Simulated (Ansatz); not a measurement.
# TaN (Fm-3m) under uniaxial strain along [001], part 2 of 2

Wanted: the shifts of the zone-centre modes of TaN (Fm-3m) with strain.

Ansatz 0.2.0; DFT PBEsol, scalar-relativistic, plane waves, PAW; PAW set soft_1.

So far. Step 3 (Tight relaxation): The forces vanish by symmetry and the pressure is -0.003 GPa, within the tolerances set. The cell now holds 10.47 Å³/atom.

## Step 4: Modes at rest

Phonons follow from the second derivative of the energy, found here by linear response.

The modes at rest are the reference of the series.

input.yaml reads:

```yaml
crystal:
  lattice:
    - [0.0, 2.1873937246, 2.1873937246]
    - [2.1873937246, 0.0, 2.1873937246]
    - [2.1873937246, 2.1873937246, 0.0]
  atoms:
    - { symbol: "N", position: [0.0, 0.0, 0.0] }
    - { symbol: Ta, position: [0.5, 0.5, 0.5] }
kpoints:
  mp_grid: { grid: [16, 16, 16] }
hamiltonian:
  xc: pbesol
  pseudopotentials: { kind: paw, azcp: { folder: soft_1 }, xc_functional: pbe }
scf:
  occupations: { method: methfessel_paxton, width: 0.2 }
output:
  eigenvalues: true
phonons:
  method: dfpt
```

Launch:

```console
$ ansatz run input.yaml --threads 4 --pin off --max-ram 10240MiB --backend cpu --events-out ev --progress --plain --runs-dir out
```

Numbers of over 12 decimals in the logs are rounded to 6 here.

What it wrote:

```text
[...]
Crystal: 2 atoms, lattice volume = 20.932 Å³
Basis set: ecut = 420 eV, 411 PW (Γ), exchange–correlation on 48×48×48 points (8 copies of the dense FFT grid, shifted against one another)
Bands: 13, of which v1, the nominal top of the filled ones, is band 9 counted from 1 (8 counted from 0)
Symmetry: 48 space group operations
k-points: 349 of 4096 (irreducible under 8 space group operations, time reversal used)
[...]
SCF iter   1: F=—  HF=-10188.068903 eV  |F-HF|=—  |Δ(HF+E_count)|=         —  Δρ=4.82e-2  dr2=4.77e-1  ethr=3.10e-3  ⟨swp⟩=5.1  Hψ=48317  notcnv=0
[...]
SCF iter   8: F=-10187.980118 eV  HF=-10187.980118 eV  |F-HF|=0.00e0  |Δ(HF+E_count)|=  4.91e-11  S|Δr|=    0.00e0  Δρ=7.21e-8  dr2=4.79e-13  ethr=1.00e-12  ⟨swp⟩=9.4  Hψ=26679  notcnv=0
SCF 1 converged in 8 iterations: F = -10187.980118 eV  dr2 = 4.79e-13
[...]
DFPT response loops at Γ: preconditioner auto → Kerker (q_TF=auto, 2.661 Å⁻¹) (partly filled bands, converged f_vac=0.000); β = 1.00, the filter's whole step (`scf.mixing.beta` (0.50) is not read by the response loops under this deck's `scf.mixing.preconditioner`; to damp them name `kerker` or `kerker_dos`, under which they read `scf.mixing.beta`, and type it under 1.00, their step now; both keys bind the ground state too); Broyden in place of MSR1
SCF converged after 8 iterations
[...]
Free energy (F): -10187.980118 eV
[...]
Internal energy: -10187.977690 eV  (E = F + TS)
E sigma→0 (E₀):  -10187.979511 eV
Entropy (-TS):   -0.002428 eV (-1.214 meV/atom)
Fermi energy:    21.773464 eV
[...]
--- Band table (eV; the first three rows and the last of 349) ---
  k-point 0: bands = [... 5 lower, 17.9269, 17.9269, 17.9269, 19.6247, 19.6247, 19.6247, 21.8336, 21.8336, ... 4 higher]
  k-point 1: bands = [... 5 lower, 17.4077, 17.5761, 17.5761, 19.7866, 19.7866, 19.8586, 22.2366, 22.2366, ... 4 higher]
  k-point 2: bands = [... 5 lower, 16.3582, 16.8533, 16.8533, 20.1624, 20.1624, 20.2032, 23.2144, 23.2144, ... 4 higher]
  k-point 348: bands = [... 5 lower, 14.2220, 14.9459, 14.9459, 21.5923, 21.5923, 25.4771, 26.0131, 26.4135, ... 4 higher]
--- Phonons (Γ-DFPT): 2 representative perturbations + reference, on 349 of 4096 k-points (Σ response iterations 6) ---
  k mesh reduced under 8 symmetry operations, with k and −k counted as one. Each operation leaves every solved perturbation unchanged. A smaller set is not used because it would not reduce the number of displacements times k-points to solve
  ASR residual: 4.002e-5 → 0.000e0 eV/Å²; symmetrization residual: 4.749e-7 eV/Å²
  ASR residual per site (eV/Å²): 1.60e-5 4.00e-5
  Γ frequencies (cm⁻¹): 0.00 0.00 0.00 407.61 407.61 407.61
  non-analytic LO–TO correction: not included (Born effective charges unavailable; polar crystals: no LO–TO splitting at Γ)
```

It took 7.6 s on 4 threads of Arm Neoverse V2, shared host; peak memory 0.58 GiB; 27 s of CPU time.

Numbers from this step:

```yaml
sum_rule_residual_before_enforcement: 4.00e-5 eV/Å²
point_group: m-3m
highest_optical_mode_at_the_zone_centre_no_lo_to_term: 407.6 cm⁻¹
lowest_optical_zone_centre_mode: 407.6 cm⁻¹
```

Patterns of degenerate modes are one choice out of their space. Modes at Γ, with each element's share of the kinetic energy:

| mode | frequency (cm⁻¹) | symmetry | N % | Ta % |
| --- | --- | --- | --- | --- |
| 1 | 0.0 | acoustic | 7 | 93 |
| 2 | 0.0 | acoustic | 7 | 93 |
| 3 | 0.0 | acoustic | 7 | 93 |
| 4 | 407.6 | T1u | 93 | 7 |
| 5 | 407.6 | T1u | 93 | 7 |
| 6 | 407.6 | T1u | 93 | 7 |

Displacements in mode 6 (407.6 cm⁻¹), the largest set to 1:
```
N1   0.00  0.00  1.00
Ta2  0.00  0.00 -0.08
```

Before it was imposed, the acoustic sum rule was missed by 4.0e-5 eV/Å². Small misses are needed for a sound result but don't prove that mesh and cutoff are converged. The lowest optical mode is real, 408 cm⁻¹.

## Step 5: A member of the series: uniaxial strain of +4 % along [001]

The cell takes a uniaxial strain of +4 % along [001]. The strained length and the angles are held, while the rest of the cell and the atoms relax.

input.yaml, the sections that differ from step 4:

```yaml
crystal:
  lattice:
    - [0.0, 2.1761976499, 2.2748894734]
    - [2.1761976499, 0.0, 2.2748894734]
    - [2.1761976499, 2.1761976499, 0.0]
  atoms:
    - { symbol: "N", position: [0.0, 0.0, 0.0] }
    - { symbol: Ta, position: [0.5, 0.5, 0.5] }
  conventional_axes: [[-1, 1, 1], [1, -1, 1], [1, 1, -1]]
output:
  forces: true
  stress: true
  eigenvalues: true
relax:
  adjacent_minimum: "off"
  f_tol: 0.001
  max_steps: 60
  cell: { stress_tol: 0.01, fix: [c, angles] }
# kpoints, hamiltonian, scf: as in step 4
# phonons: removed
```

What it wrote:

```text
[...]
Crystal: 2 atoms, lattice volume = 21.547 Å³
Basis set: ecut = 420 eV, 411 PW (Γ), exchange–correlation on 48×48×48 points (8 copies of the dense FFT grid, shifted against one another)
Bands: 13, of which v1, the nominal top of the filled ones, is band 9 counted from 1 (8 counted from 0)
Symmetry: 16 space group operations
[...]
k-points: 349 of 4096
[...]
k-point 348: bands = [... 5 lower, 14.2911, 15.8199, 16.7418, 16.7418, 23.2663, 24.7143, 24.7143, 25.5786, ... 4 higher]
--- Relaxed structure (4 steps of the walk, 4 accepted, 2 SCFs on fresh bases) ---
[...]
cell:  # Å, volume = 21.4643 Å³
    - [0, 2.172017, 2.2748894734]
    - [2.172017, 0, 2.2748894734]
    - [2.172017, 2.172017, 0]
  atoms:
    - { symbol: N, position: [0, 0, 0] }
    - { symbol: Ta, position: [0.5, 0.5, 0.5] }
[key lines of the parts left out:]
SCF converged after 3 iterations
Free energy (F): -10187.920474 eV
Fermi energy:    21.180140 eV
P = ⅓ Tr σ = -6.7165 GPa (-67.165 kbar)
```

It took 8.4 s on 4 threads; peak memory 0.43 GiB; 31 s of CPU time.

Relaxation path:

| step | energy less that of the first step (eV) | largest force component (eV/Å) | pressure (GPa) | volume (Å³) |
| --- | --- | --- | --- | --- |
| 1 | 0.0000 | 0.0000 | -8.09 | 21.55 |
| 2 | -0.0006 | 0.0000 | -6.44 | 21.45 |
| 3 | -0.0006 | 0.0000 | -6.72 | 21.47 |
| 4* | -0.0004 | 0.0000 | -6.73 | 21.47 |
| 5 | -0.0004 | 0.0000 | -6.72 | 21.46 |
| 6* | -0.0004 | 0.0000 | -6.72 | 21.46 |

Relaxation steps marked * repeat the geometry before them on a plane-wave basis chosen anew for their cell, so energy and pressure can jump there.

Forces are held to the 16 operations that the run works with; a distortion that breaks them can't arise in this run.

| conventional cell, symmetrised | before | after | change |
| --- | --- | --- | --- |
| a (Å) | 3.078 | 3.072 | -0.2 % |
| b (Å) | 3.078 | 3.072 | -0.2 % |
| c (Å) | 4.550 | 4.550 | -0.0 % |
| volume (Å³/atom) | 10.77 | 10.73 | -0.4 % |

The relaxed structure:

```
N Ta
1.0
     0.00000    2.17202    2.27489
     2.17202    0.00000    2.27489
     2.17202    2.17202    0.00000
N Ta
1 1
Direct
  0.00000 0.00000 0.00000
  0.50000 0.50000 0.50000
```

Numbers from this step:

* pressure: -6.716 GPa
* volume per atom: 10.73 Å³

The forces vanish by symmetry.

## Step 6: Modes of this member: uniaxial strain of +4 % along [001]

The zone-centre modes follow for uniaxial strain of +4 % along [001].

input.yaml, the sections that differ from step 5:

```yaml
crystal:
  lattice:
    - [0.0, 2.1720165338, 2.2748894734]
    - [2.1720165338, 0.0, 2.2748894734]
    - [2.1720165338, 2.1720165338, 0.0]
  atoms:
    - { symbol: "N", position: [0.0, 0.0, 0.0] }
    - { symbol: Ta, position: [0.5, 0.5, 0.5] }
output:
  eigenvalues: true
phonons:
  method: dfpt
# kpoints, hamiltonian, scf: as in step 5
# relax: removed
```

What it wrote:

```text
zone centre: on kpoints.mp_grid the ground state, and the responses unless they are solved on pairs of k-points, stand on 621 of the mesh's 4096 k-points, reduced under 8 symmetry operations, with k and −k counted as one. Each operation leaves every solved displacement unchanged or reverses it
[...]
Crystal: 2 atoms, lattice volume = 21.464 Å³
Basis set: ecut = 420 eV, 411 PW (Γ), exchange–correlation on 48×48×48 points (8 copies of the dense FFT grid, shifted against one another)
Bands: 13, of which v1, the nominal top of the filled ones, is band 9 counted from 1 (8 counted from 0)
Symmetry: 16 space group operations
k-points: 621 of 4096 (irreducible under 8 space group operations)
[...]
SCF iter   1: F=—  HF=-10188.003879 eV  |F-HF|=—  |Δ(HF+E_count)|=         —  Δρ=4.69e-2  dr2=4.46e-1  ethr=3.10e-3  ⟨swp⟩=5.0  Hψ=86136  notcnv=0
[...]
SCF iter   8: F=-10187.920474 eV  HF=-10187.920474 eV  |F-HF|=7.28e-12  |Δ(HF+E_count)|=  1.82e-12  S|Δr|=    0.00e0  Δρ=6.94e-8  dr2=5.78e-13  ethr=1.00e-12  ⟨swp⟩=9.1  Hψ=46995  notcnv=0
SCF 1 converged in 8 iterations: F = -10187.920474 eV  dr2 = 5.78e-13
[...]
SCF converged after 8 iterations
[...]
Free energy (F): -10187.920474 eV
[...]
Internal energy: -10187.921184 eV  (E = F + TS)
E sigma→0 (E₀):  -10187.920651 eV
Entropy (-TS):   0.000710 eV (0.355 meV/atom)
Fermi energy:    21.180140 eV
[...]
--- Band table (eV; the first three rows and the last of 621) ---
  k-point 0: bands = [... 5 lower, 17.2897, 17.4660, 17.4660, 18.7398, 19.3153, 19.3153, 20.5875, 21.5590, ... 4 higher]
  k-point 1: bands = [... 5 lower, 16.8484, 17.0353, 17.1353, 18.9788, 19.4492, 19.4848, 20.9739, 21.9597, ... 4 higher]
  k-point 2: bands = [... 5 lower, 15.8448, 16.3018, 16.4325, 19.4173, 19.7646, 19.7783, 21.9007, 22.9344, ... 4 higher]
  k-point 620: bands = [... 5 lower, 14.2911, 15.8199, 16.7418, 16.7418, 23.2663, 24.7143, 24.7143, 25.5786, ... 4 higher]
[...]
ASR residual: 6.294e-5 → 0.000e0 eV/Å²; symmetrization residual: 9.760e-7 eV/Å²
  ASR residual per site (eV/Å²): 1.00e-5 6.29e-5
  Γ frequencies (cm⁻¹): 0.00 0.00 0.00 275.28 440.21 440.21
[...]
```

Run time: 19 s. Hardware: 4 threads; peak memory 0.8 GiB; 68 s of CPU time.

This step gave:

```
sum-rule residual before enforcement                    : 6.29e-5 eV/Å²
point group                                             : 4/mmm
highest optical mode at the zone centre (no LO-TO term) : 440.2 cm⁻¹
lowest optical zone-centre mode                         : 275.3 cm⁻¹
```

Patterns of degenerate modes are one choice out of their space. The modes at Γ (shares of kinetic energy by element, %):

| mode | frequency (cm⁻¹) | symmetry | N % | Ta % |
| --- | --- | --- | --- | --- |
| 1 | 0.0 | acoustic | 7 | 93 |
| 2 | 0.0 | acoustic | 7 | 93 |
| 3 | 0.0 | acoustic | 7 | 93 |
| 4 | 275.3 | A2u | 93 | 7 |
| 5 | 440.2 | Eu | 93 | 7 |
| 6 | 440.2 | Eu | 93 | 7 |

Displacements in mode 4 (275.3 cm⁻¹), the largest set to 1:
```
N1   0.00  0.00  1.00
Ta2  0.00  0.00 -0.08
```

Displacements in mode 5 (440.2 cm⁻¹), the largest set to 1:
```
N1   0.00  1.00  0.00
Ta2  0.00 -0.08  0.00
```

The lowest optical mode is real, 275 cm⁻¹, and the highest lies at 440.2 cm⁻¹.

For the highest optical mode at the zone centre (no LO-TO term), step 4 gave 408 cm⁻¹; this run, with strain 4 %, gives 440 cm⁻¹ (+8 %).

## Step 7: A member of the series: uniaxial strain of -4 % along [001]

The cell takes a uniaxial strain of -4 % along [001]. The strained length and the angles are held, while the rest of the cell and the atoms relax.

input.yaml, the sections that differ from step 6:

```yaml
crystal:
  lattice:
    - [0.0, 2.198665836, 2.0998979758]
    - [2.198665836, 0.0, 2.0998979758]
    - [2.198665836, 2.198665836, 0.0]
  atoms:
    - { symbol: "N", position: [0.0, 0.0, 0.0] }
    - { symbol: Ta, position: [0.5, 0.5, 0.5] }
  conventional_axes: [[-1, 1, 1], [1, -1, 1], [1, 1, -1]]
output:
  forces: true
  stress: true
  eigenvalues: true
relax:
  adjacent_minimum: "off"
  f_tol: 0.001
  max_steps: 60
  cell: { stress_tol: 0.01, fix: [c, angles] }
# kpoints, hamiltonian, scf: as in step 6
# phonons: removed
```

What it wrote:

```text
[...]
Crystal: 2 atoms, lattice volume = 20.302 Å³
Basis set: ecut = 420 eV, 395 PW (Γ), exchange–correlation on 48×48×48 points (8 copies of the dense FFT grid, shifted against one another)
Bands: 13, of which v1, the nominal top of the filled ones, is band 9 counted from 1 (8 counted from 0)
Symmetry: 16 space group operations
[...]
k-points: 349 of 4096
[...]
k-point 348: bands = [... 5 lower, 16.1236, 16.5832, 17.5487, 17.5487, 24.7473, 26.2662, 26.2662, 27.5526, ... 4 higher]
--- Relaxed structure (3 steps of the walk, 3 accepted, 1 SCFs on fresh bases) ---
[...]
cell:  # Å, volume = 20.3659 Å³
    - [0.0, 2.202103, 2.0998979758]
    - [2.202103, 0.0, 2.0998979758]
    - [2.202103, 2.202103, 0.0]
  atoms:
    - { symbol: N, position: [0, 0, 0] }
    - { symbol: Ta, position: [0.500000, 0.500000, 0.500000] }
[key lines of the parts left out:]
SCF converged after 4 iterations
Free energy (F): -10187.891784 eV
Fermi energy:    22.418567 eV
P = ⅓ Tr σ = 12.4687 GPa (124.687 kbar)
```

Elapsed: 6 s, on 4 threads; peak memory 0.42 GiB.

Step by step:

| step | energy less that of the first step (eV) | largest force component (eV/Å) | pressure (GPa) | volume (Å³) |
| --- | --- | --- | --- | --- |
| 1 | 0.0000 | 0.0000 | 13.61 | 20.30 |
| 2 | -0.0001 | 0.0000 | 12.23 | 20.38 |
| 3 | -0.0002 | 0.0000 | 12.46 | 20.37 |
| 4* | -0.0003 | 0.0000 | 12.47 | 20.37 |

Relaxation steps marked * repeat the geometry before them on a plane-wave basis chosen anew for their cell, so energy and pressure can jump there.

The run keeps the 16 symmetry operations that it works with, so distortions that break them were not tested.

| conventional cell, symmetrised | before | after | change |
| --- | --- | --- | --- |
| a (Å) | 3.109 | 3.114 | +0.2 % |
| b (Å) | 3.109 | 3.114 | +0.2 % |
| c (Å) | 4.200 | 4.200 | +0.0 % |
| volume (Å³/atom) | 10.15 | 10.18 | +0.3 % |

Final coordinates:

```xyz
2
Lattice="0.0000 2.2021 2.0999 2.2021 0.0000 2.0999 2.2021 2.2021 0.0000" Properties=species:S:1:pos:R:3 pbc="T T T"
N     0.0000    0.0000    0.0000
Ta    2.2021    2.2021    2.0999
```

Numbers from this step:

```
pressure        : 12.47 GPa
volume per atom : 10.18 Å³
```

The forces vanish by symmetry.

The cell grew by 0.3 % in volume.

## Step 8: Modes of this member: uniaxial strain of -4 % along [001]

The zone-centre modes follow for uniaxial strain of -4 % along [001].

input.yaml, the sections that differ from step 7:

```yaml
crystal:
  lattice:
    - [0.0, 2.2021032364, 2.0998979758]
    - [2.2021032364, 0.0, 2.0998979758]
    - [2.2021032364, 2.2021032364, 0.0]
  atoms:
    - { symbol: "N", position: [0.0, 0.0, 0.0] }
    - { symbol: Ta, position: [0.5, 0.5, 0.5] }
output:
  eigenvalues: true
phonons:
  method: dfpt
# kpoints, hamiltonian, scf: as in step 7
# relax: removed
```

What it wrote:

```text
[...]
Crystal: 2 atoms, lattice volume = 20.366 Å³
Basis set: ecut = 420 eV, 395 PW (Γ), exchange–correlation on 48×48×48 points (8 copies of the dense FFT grid, shifted against one another)
Bands: 13, of which v1, the nominal top of the filled ones, is band 9 counted from 1 (8 counted from 0)
Symmetry: 16 space group operations
k-points: 621 of 4096 (irreducible under 8 space group operations)
[...]
k-point 2: bands = [... 5 lower, 16.8711, 17.2829, 17.5000, 20.6431, 20.6931, 21.0335, 23.5341, 23.8003, ... 4 higher]
  k-point 620: bands = [... 5 lower, 16.1236, 16.5832, 17.5487, 17.5487, 24.7473, 26.2662, 26.2662, 27.5526, ... 4 higher]
[...]
ASR residual: 3.735e-5 → 0.000e0 eV/Å²; symmetrization residual: 9.568e-7 eV/Å²
  ASR residual per site (eV/Å²): 3.74e-5 2.81e-5
  Γ frequencies (cm⁻¹): 0.00 0.00 0.00 372.43 372.43 565.91
[...]
[key lines of the parts left out:]
SCF converged after 8 iterations
Free energy (F): -10187.891784 eV
Fermi energy:    22.418567 eV
```

It took 19 s on 4 threads; peak memory 0.79 GiB; 68 s of CPU time.

Numbers from this step:

```yaml
sum_rule_residual_before_enforcement: 3.74e-5 eV/Å²
highest_optical_mode_at_the_zone_centre_no_lo_to_term: 565.9 cm⁻¹
lowest_optical_zone_centre_mode: 372.4 cm⁻¹
```

Patterns of degenerate modes are one choice out of their space. The modes at Γ (shares of kinetic energy by element, %):

| mode | frequency (cm⁻¹) | symmetry | N % | Ta % |
| --- | --- | --- | --- | --- |
| 1 | 0.0 | acoustic | 7 | 93 |
| 2 | 0.0 | acoustic | 7 | 93 |
| 3 | 0.0 | acoustic | 7 | 93 |
| 4 | 372.4 | Eu | 93 | 7 |
| 5 | 372.4 | Eu | 93 | 7 |
| 6 | 565.9 | A2u | 93 | 7 |

Displacements in mode 5 (372.4 cm⁻¹), the largest set to 1:
```
N1   0.00  1.00  0.00
Ta2  0.00 -0.08  0.00
```

Displacements in mode 6 (565.9 cm⁻¹), the largest set to 1:
```
N1   0.00  0.00  1.00
Ta2  0.00  0.00 -0.08
```

The lowest optical mode is real, 372 cm⁻¹, and the highest lies at 565.9 cm⁻¹.

For the highest optical mode at the zone centre (no LO-TO term), step 4 gave 408 cm⁻¹; this run, with strain -4 %, gives 566 cm⁻¹ (+39 %).

## Step 9: The series together

The members are set side by side, also those not shown above.

Stress is positive in compression; energies are extrapolated to zero smearing, and E0 is that at rest; the edges not held and the atoms are relaxed in each cell; all runs use 16×16×16 k points and Methfessel-Paxton smearing of 0.2 eV. State of the crystal along the series:

| strain (%) | stress along the axis (GPa) | free strain along [100] (%) | free strain along [010] (%) | E - E0 (meV/atom) |
| --- | --- | --- | --- | --- |
| -4 | 37.39 | 0.6725 | 0.6725 | 43.85 |
| -3 | 25.9 | 0.5153 | 0.5153 | 22.98 |
| -2 | 15.66 | 0.3645 | 0.3645 | 9.45 |
| -1 | 7.159 | 0.1888 | 0.1888 | 2.212 |
| 0 | -0.002937 | 0 | 0 | 0 |
| 1 | -6.501 | -0.1748 | -0.1748 | 2.093 |
| 2 | -12.29 | -0.338 | -0.338 | 8.147 |
| 3 | -16.88 | -0.5119 | -0.5119 | 17.54 |
| 4 | -20.15 | -0.703 | -0.703 | 29.43 |

Optical modes are counted from below at rest and tracked from member to member by their patterns, and modes that stay within 0.3 cm⁻¹ of each other stand once; labels, where given, are those at rest; the edges not held and the atoms are relaxed in each cell; all runs use 16×16×16 k points and Methfessel-Paxton smearing of 0.2 eV. Optical modes along the series:

| strain (%) | optical mode 1 T1u, singlet (cm⁻¹) | optical mode 2 T1u, doublet (cm⁻¹) |
| --- | --- | --- |
| -4 | 565.9 | 372.4 |
| -3 | 525 | 383.9 |
| -2 | 483.8 | 393.5 |
| -1 | 445.1 | 400.9 |
| 0 | 407.6 | 407.6 |
| 1 | 368 | 414.4 |
| 2 | 326.8 | 421.4 |
| 3 | 292.8 | 430.3 |
| 4 | 275.3 | 440.2 |

Value and slope at zero strain of a cubic (a lower polynomial where under five rows exist) through the rows within 2 % of rest. Slopes at rest:

| mode | frequency (cm⁻¹) | shift per percent of strain (cm⁻¹) | shift per GPa of compressive stress (cm⁻¹) |
| --- | --- | --- | --- |
| optical mode 1 T1u, singlet | 407.3 | -38.28 | 5.65 |
| optical mode 2 T1u, doublet | 407.7 | 6.7 | -0.99 |

## Step 10: What came out

| Quantity | Value |
| --- | --- |
| members | 9 |
| highest optical mode at the zone centre (no LO-TO term), at rest | 407.6 cm⁻¹ |
| Young’s modulus along [001] | 678 GPa |
| optical mode 1 T1u, singlet, shift per percent | -38.28 cm⁻¹ |
| optical mode 2 T1u, doublet, shift per percent | 6.70 cm⁻¹ |

The stress changes by 6.78 GPa for each percent, a Young’s modulus of 678 GPa along [001]. For each percent the free edge responds with -0.18 %. The strain lowers the symmetry: the level at 407.6 cm⁻¹ splits, into 565.9 and 372.4 cm⁻¹ at -4 %. The fastest shift in the table of slopes is -38.3 cm⁻¹ for each percent (optical mode 1 T1u, singlet), or 5.7 cm⁻¹ for each GPa of compressive stress. For small strain, the measured shift of a line that Raman or infrared light can see, divided by its slope, estimates the stress, if the state of stress is of this kind. These are harmonic frequencies at zero temperature: anharmonic shifts, linewidths and thermal expansion are left out. Spin-orbit coupling is left out, which can matter for the heavy elements here. With no gap, or one that is small against the smearing, the frequencies hang on the k mesh and the smearing, most of all near Kohn anomalies. The PAW files were made for PBE; the program adapts parts of them to the functional of the run, but their partial waves stay those of PBE, an approximation that was not tested in this session. Only the zone centre was solved, so an instability at another wavevector cannot show here.

[Logs are printed without paths, hosts, clocks, repeated set-up lines and the standing remarks that a program may print on its own settings, such as how far it seeks lower states.]

[Hosts, paths, dates, database ids (printed as entryN), source tags and the programs' standing remarks are cut or masked in the printed files.]
